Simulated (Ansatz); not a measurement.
# NiO2 monolayer (1T): the cell at rest

Wanted: the relaxed cell of NiO2 monolayer (1T).

Method: DFT PBEsol, scalar-relativistic, plane waves, PAW, in Ansatz 0.2.0.

Most raw output is cut from this account.

### 1. Starting point

The cell holds 3 atoms: 1 Ni and 2 O. Its edges and angles: a = 2.970 Å, b = 2.970 Å, c = 20.000 Å, α = 90.0°, β = 90.0°, γ = 120.0°. Vacuum lies along c.

### 2. A coarse first look

First a cheap look: the gap decides the mesh and the occupations, the pressure tells how far the cell has to move.

The program solves this slab on a cell height of its own, 28.3 Å, in place of the one typed.

input.yaml reads:

```yaml
crystal:
  lattice:
    - [2.97, 0.0, 0.0]
    - [-1.485, 2.5721, 0.0]
    - [0.0, 0.0, 20.0]
  atoms:
    - { symbol: Ni, position: [0.0, 0.0, 0.5] }
    - { symbol: O, position: [0.333333, 0.666667, 0.55635] }
    - { symbol: O, position: [0.666667, 0.333333, 0.44365] }
  periodic: [true, true, false]
kpoints:
  mp_grid: { grid: [9, 9, 1] }
hamiltonian:
  xc: pbesol
scf:
  occupations: { method: gaussian, width: 0.1 }
output:
  forces: true
  stress: true
  eigenvalues: true
```

Started as:

```
ansatz run input.yaml --threads 4 --pin off --max-ram 14336MiB --backend cpu --events-out ev --progress --plain --runs-dir out
```

Wall time 0.94 s (4 threads of Arm Neoverse V2, shared host); peak memory 0.47 GiB.

This run has no spin polarisation, although Ni can carry a moment.

Numbers from this step:

```
gap on the k-mesh  : 1.011 eV
direct gap on mesh : 1.036 eV
area per atom      : 2.546 Å²
```

The coarse mesh shows a gap of 1.01 eV.

### 3. Coarse relaxation

A rough relaxation comes first, because large forces or stress need no tight tolerances yet.

The program solves this slab on a cell height of its own, 28.3 Å, in place of the one typed.

Edit input.yaml of step 2 so:

```diff
@@ -20 +20,6 @@
   eigenvalues: true
+relax:
+  adjacent_minimum: "off"
+  f_tol: 0.05
+  max_steps: 80
+  cell: { stress_2d_tol: 0.02 }
```

Wall time 8.4 s (4 threads); peak memory 0.48 GiB.

The steps of the relaxation:

```
step  energy less that of the first step (eV)  largest force component (eV/Å)  volume (Å³)
   1                                   0.0000                          3.4041       216.25
   2                                  -0.9850                          1.6707       209.24
   3                                  -1.2512                          1.5069       189.02
   4                                  -1.3487                          0.1767       193.68
   5                                  -1.3575                          0.0097       191.27
   6                                  -1.3584                          0.0059       190.56
  7*                                  -1.3469                          0.0060       190.56
   8                                  -1.3477                          0.0006       189.94
  9*                                  -1.3471                          0.0007       189.94
```

Relaxation steps marked * repeat the geometry before them on a plane-wave basis chosen anew for their cell, so energy and pressure can jump there.

Forces are held to the 12 operations that the run works with; a distortion that breaks them can't arise in this run.

```
cell as run  before  after  change
      a (Å)   2.970  2.783  -6.3 %
      b (Å)   2.970  2.783  -6.3 %
```

The atoms that moved most (Å, along periodic axes as changes of fractional coordinates times the final cell, across vacuum about the mean position):

```
atom     dx     dy      dz  length
  O3  0.000  0.000   0.194   0.194
  O2  0.000  0.000  -0.194   0.194
```

The relaxed structure:

```xyz
3
Lattice="2.7835 0.0000 0.0000 -1.3917 2.4106 0.0000 0.0000 0.0000 28.3080" Properties=species:S:1:pos:R:3
Ni    0.0000    0.0000   10.0000
O     0.0000    1.6070   10.9333
O     1.3917    0.8035    9.0667
```

Numbers from this step:

* gap on the k-mesh: 1.363 eV
* direct gap on mesh: 1.508 eV
* area per atom: 2.237 Å²

The relaxation ends with a largest force component of 7.1e-4 eV/Å.

### 4. Bringing the structure to rest

Harmonic phonons are second derivatives at a point where the forces vanish, and they are wanted at zero stress, so atoms and cell are relaxed first.

input.yaml reads:

```yaml
crystal:
  lattice:
    - [2.7834911426, 0.0, 0.0]
    - [-1.3917455713, 2.4105740407, 0.0]
    - [0.0, 0.0, 28.308]
  atoms:
    - { symbol: Ni, position: [0.0, 0.0, 0.3532570298] }
    - { symbol: O, position: [0.3333333333, 0.6666666667, 0.3862275674] }
    - { symbol: O, position: [0.6666666667, 0.3333333333, 0.3202864922] }
  periodic: [true, true, false]
kpoints:
  mp_grid: { grid: [12, 12, 1] }
hamiltonian:
  xc: pbesol
scf:
  occupations: { method: gaussian, width: 0.02 }
output:
  forces: true
  stress: true
  eigenvalues: true
relax:
  adjacent_minimum: "off"
  f_tol: 0.005
  max_steps: 80
  cell: { stress_2d_tol: 0.02 }
```

Elapsed: 2.6 s, on 4 threads; peak memory 0.49 GiB; 9.4 s of CPU time.

Little changed from the start: no atom moved by 0.005 Å and no cell edge by 0.1 %.

Numbers from this step:

| Item | Value |
| --- | --- |
| gap on the k-mesh | 1.302 eV |
| direct gap on mesh | 1.530 eV |

### 5. Relaxing to small forces for the phonons

Phonons need a cell at rest on their own settings, so the relaxation is repeated with tight tolerances on forces and stress, using the mesh and the filling of the phonon run that follows.

input.yaml, the sections that differ from step 4:

```yaml
scf:
  occupations: { method: fixed }
output:
  forces: true
  stress: true
  eigenvalues: true
  write_density: true
  write_potential: true
  elf: true
  volumetric_format: npy
relax:
  adjacent_minimum: "off"
  f_tol: 0.001
  max_steps: 60
  cell: { stress_2d_tol: 0.002 }
# crystal, kpoints, hamiltonian: as in step 4
```

Elapsed: 5.2 s, on 4 threads; peak memory 0.49 GiB; 19 s of CPU time.

Little changed from the start: no atom moved by 0.005 Å and no cell edge by 0.1 %.

Numbers from this step:

```
gap on the k-mesh : 1.303 eV
area per atom     : 2.236 Å²
```

ELF in the ac plane at fractional y = 0.000, with atoms of Ni within 0.2 Å of it. It is the smooth field of the valence electrons, not physical close to the nuclei.

Ten even steps from '0' (0.00) to '9' (0.61), each cell a mean:
```
00000000000000
00000000000000
00000000000000
00000000000000
00000000000000
00000000000000
00000000000000
00000000000000
00000000000000
00000000000000
00000000000000
00000000000000
00000000000000
00000122210000
22124799974212
97532344432357
11124799974211
00000112110000
00000000000000
00000000000000
00000000000000
00000000000000
00000000000000
00000000000000
```
Columns run along a (2.8 Å), rows up along c (28.3 Å). Atoms in or near the plane, at fractional coordinates: Ni at (0.00, 0.35).

Electrostatic potential energy in the ac plane at fractional y = 0.000, with atoms of Ni within 0.2 Å of it. With pseudopotentials it is smooth inside the atoms' cores, unlike the true potential.

Values in eV, 24 rows by 14 columns, each cell a mean:
```
  0   0   0   0   0   0   0   0   0   0   0   0   0   0
  0   0   0   0   0   0   0   0   0   0   0   0   0   0
  0   0   0   0   0   0   0   0   0   0   0   0   0   0
  0   0   0   0   0   0   0   0   0   0   0   0   0   0
  0   0   0   0   0   0   0   0   0   0   0   0   0   0
  0   0   0   0   0   0   0   0   0   0   0   0   0   0
  0   0   0   0   0   0   0   0   0   0   0   0   0   0
  0   0   0   0   0   0   0   0   0   0   0   0   0   0
  0   0   0   0   0   0   0   0   0   0   0   0   0   0
  0   0   0   0   0   0   0   0   0   0   0   0   0   0
  0   0   0   0   0   0   0   0   0   0   0   0   0   0
  0   0   0   0   0   0   0   0   0   0   0   0   0   0
  0   0   0   0   0   0   0   0   0   0   0   0   0   0
  0   0   0   0   0   0   0   0   0   0   0   0   0   0
-10 -10  -9  -8  -6  -5  -5  -5  -5  -5  -6  -8 -10 -10
-21 -21 -21 -21 -19 -11  -8  -7  -8 -11 -19 -21 -21 -21
 -8  -8  -7  -5  -4  -4  -4  -5  -4  -4  -5  -6  -7  -8
  0   0   0   0   0   0   0   0   0   0   0   0   0   0
  0   0   0   0   0   0   0   0   0   0   0   0   0   0
  0   0   0   0   0   0   0   0   0   0   0   0   0   0
  0   0   0   0   0   0   0   0   0   0   0   0   0   0
  0   0   0   0   0   0   0   0   0   0   0   0   0   0
  0   0   0   0   0   0   0   0   0   0   0   0   0   0
  0   0   0   0   0   0   0   0   0   0   0   0   0   0
```
Columns run along a (2.8 Å; values clipped at the 3rd and 97th percentile), rows up along c (28.3 Å). Atoms in or near the plane, at fractional coordinates: Ni at (0.00, 0.35).

Valence density in the ac plane at fractional y = 0.000, with atoms of Ni within 0.2 Å of it. It is the smooth field of the valence electrons, not physical close to the nuclei.

Ten steps, logarithmic in the rise over the least value, from '_' (0 e/Å³) to '@' (30 e/Å³), each cell a mean:
```
____________________________
____________________________
____________________________
____________________________
____________________________
____________________________
____________________________
____________________________
____________________________
____________________________
____________________________
____________________________
____________________________
____________________________
--::::........::........::::
@@@@##==::::......::::==##@@
............................
____________________________
____________________________
____________________________
____________________________
____________________________
____________________________
____________________________
```
Columns run along a (2.8 Å), rows up along c (28.3 Å). Atoms in or near the plane, at fractional coordinates: Ni at (0.00, 0.35).

The largest force component left is 0.023 meV/Å, within the tolerances set.

### 6. Summary of results

```
space group after relaxation (within 0.01 Å) : P-3m1
lattice constant a                           : 2.783 Å
lattice constant b                           : 2.783 Å
area per atom                                : 2.24 Å²
gap on the k-mesh                            : 1.30 eV
```

**Reading.** The largest force component left is 0.023 meV/Å, within the tolerances set. The relaxation keeps the symmetry of its start, so it says nothing on stability against lower symmetry. The starting cell was built on a prototype and not taken from a measurement.

[Logs are printed without paths, hosts, clocks, repeated set-up lines and the standing remarks that a program may print on its own settings, such as how far it seeks lower states.]

[Hosts, paths, dates, database ids (printed as entryN), source tags and the programs' standing remarks are cut or masked in the printed files.]
